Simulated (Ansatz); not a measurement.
# InAs wire along [111], 38 atoms a period, H-terminated: bands along the axis, part 2 of 2

What gap, if any, does the InAs wire along [111], 38 atoms a period, H-terminated have, and how many channels would it open?

Ansatz 0.2.0; DFT PBE, plane waves, PAW; relaxation of a wire's period; PAW set soft_1 (the session's first sound run).

So far. Step 2 (The relaxed wire): The cell's length comes to 10.738 Å with spin left out.

### Step 3. The wire at its relaxed period

This step: DFT PBE, plane waves, PAW; bands of a perfect wire; PAW set soft_1 (Ansatz 0.2.0).

At the relaxed period the bands are computed along the axis; those that cross an energy going forward count the channels that a perfect wire would open there.

input.yaml reads:

```yaml
crystal:
  lattice:
    - [18.461, 0.0, 0.0]
    - [0.0, 20.048, 0.0]
    - [0.0, 0.0, 10.7375411851]
  atoms:
    - { symbol: In, position: [0.38439644, 0.443958467, 0.012829197] }
    - { symbol: In, position: [0.5, 0.245356281, 0.990801234] }
    - { symbol: In, position: [0.61560356, 0.443958467, 0.012829197] }
    - { symbol: As, position: [0.271756962, 0.626737, 0.241177744] }
    - { symbol: As, position: [0.378111831, 0.440600941, 0.259561357] }
    - { symbol: As, position: [0.5, 0.262707315, 0.241164212] }
    - { symbol: As, position: [0.5, 0.635016562, 0.259552857] }
    - { symbol: As, position: [0.621888169, 0.440600941, 0.259561357] }
    - { symbol: As, position: [0.728243038, 0.626737, 0.241177744] }
    - { symbol: H, position: [0.183341578, 0.426940458, 0.282292289] }
    - { symbol: H, position: [0.26789296, 0.292069691, 0.282342981] }
    - { symbol: H, position: [0.415426538, 0.797155189, 0.282341964] }
    - { symbol: H, position: [0.584573462, 0.797155189, 0.282341964] }
    - { symbol: H, position: [0.73210704, 0.292069691, 0.282342981] }
    - { symbol: H, position: [0.816658422, 0.426940458, 0.282292289] }
    - { symbol: H, position: [0.202755998, 0.598029123, 0.296781815] }
    - { symbol: H, position: [0.264240893, 0.696111619, 0.296797875] }
    - { symbol: H, position: [0.438505044, 0.222013237, 0.296728054] }
    - { symbol: H, position: [0.561494956, 0.222013237, 0.296728054] }
    - { symbol: H, position: [0.735759107, 0.696111619, 0.296797875] }
    - { symbol: H, position: [0.797244002, 0.598029123, 0.296781815] }
    - { symbol: In, position: [0.25414746, 0.3746796, 0.325743287] }
    - { symbol: In, position: [0.388257144, 0.56482198, 0.344826283] }
    - { symbol: In, position: [0.5, 0.386587477, 0.344818119] }
    - { symbol: In, position: [0.5, 0.766855842, 0.325768515] }
    - { symbol: In, position: [0.611742856, 0.56482198, 0.344826283] }
    - { symbol: In, position: [0.74585254, 0.3746796, 0.325743287] }
    - { symbol: As, position: [0.27137851, 0.383852349, 0.57616788] }
    - { symbol: As, position: [0.38105944, 0.568649673, 0.591842179] }
    - { symbol: As, position: [0.5, 0.378925899, 0.59183684] }
    - { symbol: As, position: [0.5, 0.748525916, 0.576182848] }
    - { symbol: As, position: [0.61894056, 0.568649673, 0.591842179] }
    - { symbol: As, position: [0.72862149, 0.383852349, 0.57616788] }
    - { symbol: H, position: [0.180404344, 0.549464911, 0.614269216] }
    - { symbol: H, position: [0.2987241, 0.738199983, 0.614270453] }
    - { symbol: H, position: [0.381672863, 0.228479166, 0.614335566] }
    - { symbol: H, position: [0.618327137, 0.228479166, 0.614335566] }
    - { symbol: H, position: [0.7012759, 0.738199983, 0.614270453] }
    - { symbol: H, position: [0.819595656, 0.549464911, 0.614269216] }
    - { symbol: H, position: [0.204956366, 0.348528794, 0.629302925] }
    - { symbol: H, position: [0.5, 0.819150513, 0.629326808] }
    - { symbol: H, position: [0.795043634, 0.348528794, 0.629302925] }
    - { symbol: In, position: [0.25839311, 0.507579075, 0.661401755] }
    - { symbol: In, position: [0.381231003, 0.311639209, 0.661408504] }
    - { symbol: In, position: [0.377162202, 0.697026299, 0.661410778] }
    - { symbol: In, position: [0.5, 0.505411663, 0.669521676] }
    - { symbol: In, position: [0.622837798, 0.697026299, 0.661410778] }
    - { symbol: In, position: [0.618768997, 0.311639209, 0.661408504] }
    - { symbol: In, position: [0.74160689, 0.507579075, 0.661401755] }
    - { symbol: As, position: [0.271753404, 0.509763796, 0.912424336] }
    - { symbol: As, position: [0.389959963, 0.321209984, 0.912430861] }
    - { symbol: As, position: [0.381783206, 0.685262042, 0.912425579] }
    - { symbol: As, position: [0.5, 0.505410157, 0.920203772] }
    - { symbol: As, position: [0.618216794, 0.685262042, 0.912425579] }
    - { symbol: As, position: [0.610040037, 0.321209984, 0.912430861] }
    - { symbol: As, position: [0.728246596, 0.509763796, 0.912424336] }
    - { symbol: H, position: [0.177170816, 0.677018222, 0.946802449] }
    - { symbol: H, position: [0.5, 0.162170411, 0.946708766] }
    - { symbol: H, position: [0.822829184, 0.677018222, 0.946802449] }
    - { symbol: H, position: [0.204606873, 0.474520127, 0.962652167] }
    - { symbol: H, position: [0.323252104, 0.285268303, 0.962660644] }
    - { symbol: H, position: [0.381350095, 0.756429479, 0.962650266] }
    - { symbol: H, position: [0.618649905, 0.756429479, 0.962650266] }
    - { symbol: H, position: [0.676747896, 0.285268303, 0.962660644] }
    - { symbol: H, position: [0.795393127, 0.474520127, 0.962652167] }
    - { symbol: In, position: [0.255419464, 0.635455075, 0.990805876] }
    - { symbol: In, position: [0.5, 0.628340014, 0.01281696] }
    - { symbol: In, position: [0.744580536, 0.635455075, 0.990805876] }
kpoints:
  mp_grid: { grid: [1, 1, 8] }
  band_path: { path: ["Γ", Z], npoints: 90 }
scf:
  occupations: { method: fermi_dirac, width: 0.05 }
hamiltonian:
  xc: pbe
  pseudopotentials: { kind: paw, azcp: { folder: soft_1 } }
output:
  dos: { e_range: [-5, 4] }
  write_potential: true
  write_density: true
  volumetric_format: npy
```

Started as:

```bash
ansatz run input.yaml --threads 4 --pin off --max-ram 16384MiB --backend cpu --events-out ev --progress --plain --runs-dir out
```

Numbers of over 12 decimals in the logs are rounded to 6 here.

Output:

```text
[...]
Crystal: 68 atoms, lattice volume = 3974.030 Å³
Basis set: ecut = 420 eV, 77581 PW (Γ)
Bands: 349, of which v1, the nominal top of the filled ones, is band 281 counted from 1 (280 counted from 0)
Symmetry: 2 space group operations
[...]
k-points: 5 of 8 (time reversal used)
[...]
SCF iter   1: F=—  HF=-199111.406466 eV  |F-HF|=—  |Δ(HF+E_count)|=         —  Δρ=2.83e-2  dr2=3.71e1  ethr=3.10e-3  ⟨swp⟩=6.2  Hψ=7210  notcnv=0  defer=117
[...]
SCF iter  12: F=-199100.019054 eV  HF=-199100.019054 eV  |F-HF|=1.22e-8  |Δ(HF+E_count)|=   7.47e-8  Δρ=5.74e-7  dr2=1.46e-8  ethr=1.78e-11  ⟨swp⟩=14.8  Hψ=8061  notcnv=0
SCF 1 converged in 12 iterations: F = -199100.019054 eV  dr2 = 1.46e-8
[...]
NSCF: frozen V_eff on 91 k-points
WARN: pass on a band path, mesh or list of k-points: the 91 k-points are solved 12 at a time at the most, because the 14.40 GiB of host memory that the pass is priced against does not hold them all with the solver's workspace as planned. The pass can take longer, above all where fewer k-points are solved at a time than the run has threads. As a rule a larger memory budget leaves room for more at once. The budget is what a run with no `--max-ram-frac` typed is planned for, 0.8 of the host's memory or its container's limit. More memory there lifts it, and so does a share over 0.88 that is typed (of such a share the budget is ten elevenths): [rest of the remark cut]
WARN: The output density's exchange-correlation potential varies sharply where the density is thin. Do not read a vacuum level from v_tot or v_xc, or from such a field of the output density. On a cell that repeats whose density bears no net charge and no dipole along the vacuum's axis use v_es (v_loc + v_h of the components); under efield.dipole_correction with no amplitude use v_es + v_field, which holds any externa [...]
SCF converged after 12 iterations
Free energy (F): -199100.019054 eV
[...]
Internal energy: -199100.019054 eV  (E = F + TS)
E sigma→0 (E₀):  -199100.019054 eV
Entropy (-TS):   -0.000000 eV (-0.000 meV/atom)
Fermi energy:    -1.032046 eV
[...]
--- Band table (eV; the first three rows and the last of 5) ---
  k-point 0: bands = [... 277 lower, -2.3589, -2.2111, -2.2107, -1.8704, -0.1859, 0.5622, 0.5637, 0.5726, ... 64 higher]
  k-point 1: bands = [... 277 lower, -2.3723, -2.2040, -2.2038, -1.9693, -0.1159, 0.4929, 0.4942, 0.5949, ... 64 higher]
  k-point 2: bands = [... 277 lower, -2.3985, -2.2186, -2.2105, -2.2103, 0.0511, 0.3881, 0.3892, 0.5212, ... 64 higher]
  k-point 4: bands = [... 277 lower, -2.3675, -2.3670, -2.2840, -2.2834, 0.2170, 0.3204, 0.3210, 0.4991, ... 64 higher]
```

The job ended after 2.2 h (4 threads of Arm Neoverse V1, shared host; peak memory 12 GiB).

Numbers from this step:

| Quantity | Value |
| --- | --- |
| band gap on the path through both edges | 1.685 eV |

Electronic bands along the path, in eV, zero at the Fermi level; v1 is the highest filled band, c1 the lowest empty one:

```tsv
point	v4	v3	v2	v1	c1	c2	c3	c4
Γ	-1.33	-1.18	-1.18	-0.84	0.85	1.59	1.60	1.60
halfway	-1.37	-1.19	-1.18	-1.18	1.08	1.42	1.42	1.55
Z	-1.34	-1.33	-1.25	-1.25	1.25	1.35	1.35	1.53
```

The gap is 1.68 eV, with spin left out.

On this path the gap is direct, 1.68 eV, with the valence top at Γ and the conduction bottom at Γ.

### Step 4. Levels at the same atoms

This step: DFT r2SCAN, plane waves, PAW; bands of a perfect wire at the PBE geometry; PAW set soft_1 (Ansatz 0.2.0).

The atoms stay at the PBE geometry and the functional changes. r2SCAN also reads the kinetic-energy density; it often gives larger moments and wider gaps than PBE, at a higher cost.

Changes to input.yaml since step 3:

```diff
@@ -75,3 +75,3 @@
 kpoints:
-  mp_grid: { grid: [1, 1, 8] }
+  mp_grid: { grid: [1, 1, 6] }
   band_path: { path: ["Γ", Z], npoints: 90 }
@@ -80,8 +80,3 @@
 hamiltonian:
-  xc: pbe
+  xc: r2scan
   pseudopotentials: { kind: paw, azcp: { folder: soft_1 } }
-output:
-  dos: { e_range: [-5, 4] }
-  write_potential: true
-  write_density: true
-  volumetric_format: npy
```

Output:

```text
Engine: ansatz 0.2.0, aarch64-unknown-linux-gnu
Pseudopotentials: kind: paw
Pseudopotential: In, paw, valence charge 13, recommended cutoff 500 eV (meta_gga), soft_1/In.paw.azcp
Pseudopotential: As, paw, valence charge 15, recommended cutoff 500 eV (meta_gga), soft_1/As.paw.azcp
Pseudopotential: H, paw, valence charge 1, recommended cutoff 500 eV (meta_gga), soft_1/H.paw.azcp
Functional definition: r2SCAN
  parameter k0 = 0.174
  parameter k1 = 0.065
  parameter a1 = 4.9479
  exchange = r2scan_x(k0 = k0, k1 = k1, a1 = a1)
  correlation = r2scan_c
Crystal: 68 atoms, lattice volume = 3974.030 Å³
Basis set: ecut = 500 eV, 100997 PW (Γ), exchange–correlation on 540×600×320 points (64 copies of the dense FFT grid, shifted against one another)
Bands: 349, of which v1, the nominal top of the filled ones, is band 281 counted from 1 (280 counted from 0)
Symmetry: 2 space group operations
Space group: Pm (ITA 6), of the structure as read, at distance tolerance 1.6e-4 Å
k-points: 4 of 6 (time reversal used)
Non-local potential: In, projectors of the file, l = 0: 2, l = 1: 2, l = 2: 2, l = 3: 1
Non-local potential: As, projectors of the file, l = 0: 2, l = 1: 2, l = 2: 3, l = 3: 1
Non-local potential: H, projectors of the file, l = 0: 2, l = 1: 1
PAW form: soft (Blöchl's): semilocal exchange-correlation on the pseudo side does not see the compensation charge
PAW frozen core: In, regenerated for the run's functional (the file was generated under x = pbe(κ = 0.804, μ = 0.219515), c = pbe(β = 0.066725))
PAW frozen core: As, regenerated for the run's functional (the file was generated under x = pbe(κ = 0.804, μ = 0.219515), c = pbe(β = 0.066725))
PAW one-centre angular grid: In, 590 points (default); XC on 160 Gauss nodes
PAW one-centre angular grid: As, 590 points (default); XC on 160 Gauss nodes
PAW one-centre angular grid: H, 302 points (default); XC on 160 Gauss nodes
Initial density: superposition of atomic densities (neutral atoms: chi_scale 0, normalization atom)
Initial wavefunctions: pseudopotential atomic-orbital guess
Functional: x = r2scan, c = r2scan; τ floored in thin density (d = 2e-4 eV/Å³)
SCF iter   1: F=—  HF=-199540.002977 eV  |F-HF|=—  |Δ(HF+E_count)|=         —  Δρ=2.76e-2  dr2=3.56e1  dr2_τ=3.83e-1  ethr=3.10e-3  ⟨swp⟩=6.0  Hψ=5682  notcnv=0  defer=116
preconditioner: auto → Resta (q_TF=auto, 1.969 Å⁻¹)  ε∞=1.7  [insulator: Δε(μ)=2.097 eV  Ē_g=13.864 eV  σ=0.050 eV  W_gap=1.00  n_scr=508 (ndim 8)  ℏωp=11.4 eV  f_vac=0.591  D(μ)=0.00/eV (n_scr^D=0)  ε∞_Penn≈1.7  vacuum switching on, ρ_ref=1.4e-2 e/Å³]
SCF iter   2: F=—  HF=-199532.593635 eV  |F-HF|=—  |Δ(HF+E_count)|=    7.41e0  Δρ=1.23e-2  dr2=5.61e0  dr2_τ=7.96e-2  ethr=3.10e-3  ⟨swp⟩=4.0  Hψ=2616  notcnv=0  defer=244
SCF iter   3: F=—  HF=-199532.368002 eV  |F-HF|=—  |Δ(HF+E_count)|=   2.26e-1  Δρ=3.29e-3  dr2=8.67e-1  dr2_τ=1.11e-2  ethr=9.99e-4  ⟨swp⟩=4.0  Hψ=2103  notcnv=0  defer=244
SCF iter   4: F=—  HF=-199532.291051 eV  |F-HF|=—  |Δ(HF+E_count)|=   7.70e-2  Δρ=1.17e-3  dr2=1.59e-1  dr2_τ=1.93e-3  ethr=1.54e-4  ⟨swp⟩=3.2  Hψ=2740  notcnv=0  defer=240
SCF iter   5: F=—  HF=-199532.292729 eV  |F-HF|=—  |Δ(HF+E_count)|=   1.68e-3  Δρ=5.10e-4  dr2=1.61e-2  dr2_τ=3.49e-4  ethr=2.84e-5  ⟨swp⟩=4.0  Hψ=2109  notcnv=0  defer=240
SCF iter   6: F=—  HF=-199532.298342 eV  |F-HF|=—  |Δ(HF+E_count)|=   5.61e-3  Δρ=1.83e-4  dr2=1.24e-3  dr2_τ=4.92e-5  ethr=2.86e-6  ⟨swp⟩=2.0  Hψ=2068  notcnv=0  defer=240
SCF iter   7: F=—  HF=-199532.300169 eV  |F-HF|=—  |Δ(HF+E_count)|=   1.83e-3  Δρ=6.02e-5  dr2=2.73e-4  dr2_τ=5.88e-6  ethr=2.20e-7  ⟨swp⟩=2.0  Hψ=2068  notcnv=0  defer=240
SCF iter   8: F=—  HF=-199532.300460 eV  |F-HF|=—  |Δ(HF+E_count)|=   2.91e-4  Δρ=2.03e-5  dr2=1.92e-5  dr2_τ=6.35e-7  ethr=4.85e-8  ⟨swp⟩=2.0  Hψ=2064  notcnv=0  defer=240
SCF iter   9: F=—  HF=-199532.300414 eV  |F-HF|=—  |Δ(HF+E_count)|=   4.58e-5  Δρ=5.06e-6  dr2=1.28e-6  dr2_τ=3.73e-8  ethr=3.42e-9  ⟨swp⟩=3.0  Hψ=2842  notcnv=0  defer=240
SCF iter  10: F=—  HF=-199532.300418 eV  |F-HF|=—  |Δ(HF+E_count)|=   3.78e-6  Δρ=1.72e-6  dr2=1.53e-7  dr2_τ=3.81e-9  ethr=2.27e-10  ⟨swp⟩=2.0  Hψ=2116  notcnv=0  defer=240
SCF iter  11: F=-199532.300418 eV  HF=-199532.300418 eV  |F-HF|=5.59e-8  |Δ(HF+E_count)|=   4.34e-7  Δρ=7.18e-7  dr2=2.98e-8  dr2_τ=4.81e-10  ethr=1.78e-11  ⟨swp⟩=16.8  Hψ=6806  notcnv=0
SCF 1 converged in 11 iterations: F = -199532.300418 eV  dr2 = 2.98e-8
[...]
NSCF: frozen V_eff on 91 k-points
WARN: pass on a band path, mesh or list of k-points: the 91 k-points are solved 1 at a time at the most, because the 14.40 GiB of host memory that the pass is priced against does not hold them all with the solver's workspace as planned. The pass can take longer, above all where fewer k-points are solved at a time than the run has threads. As a rule a larger memory budget leaves room for more at once. The budget is what a run with no `--max-ram-frac` typed is planned for, 0.8 of the host's memory or its container's limit. More memory there lifts it, and so does a share over 0.88 that is typed (of such a share the budget is ten elevenths): [rest of the remark cut]
```

Elapsed: 56 min, on 4 threads; peak memory 13 GiB.

The run was cut off at the time limit after its SCF cycle had converged; no result of it is taken.

### Step 5. Outcome

* cell length, PBE: 10.74 Å
* gap, PBE: 1.68 eV

**Reading.** Under PBE the cell's length is 10.74 Å, and a gap of 1.68 eV makes it a semiconductor. Plain hydrogen on a compound's surface is a simple closure: it may leave surface states, and facets that end in unlike atoms put a field across the wire, both of which shrink the gap.

[Logs are printed without paths, hosts, clocks, repeated set-up lines and the standing remarks that a program may print on its own settings, such as how far it seeks lower states.]

[Hosts, paths, dates, database ids (printed as entryN), source tags and the programs' standing remarks are cut or masked in the printed files.]
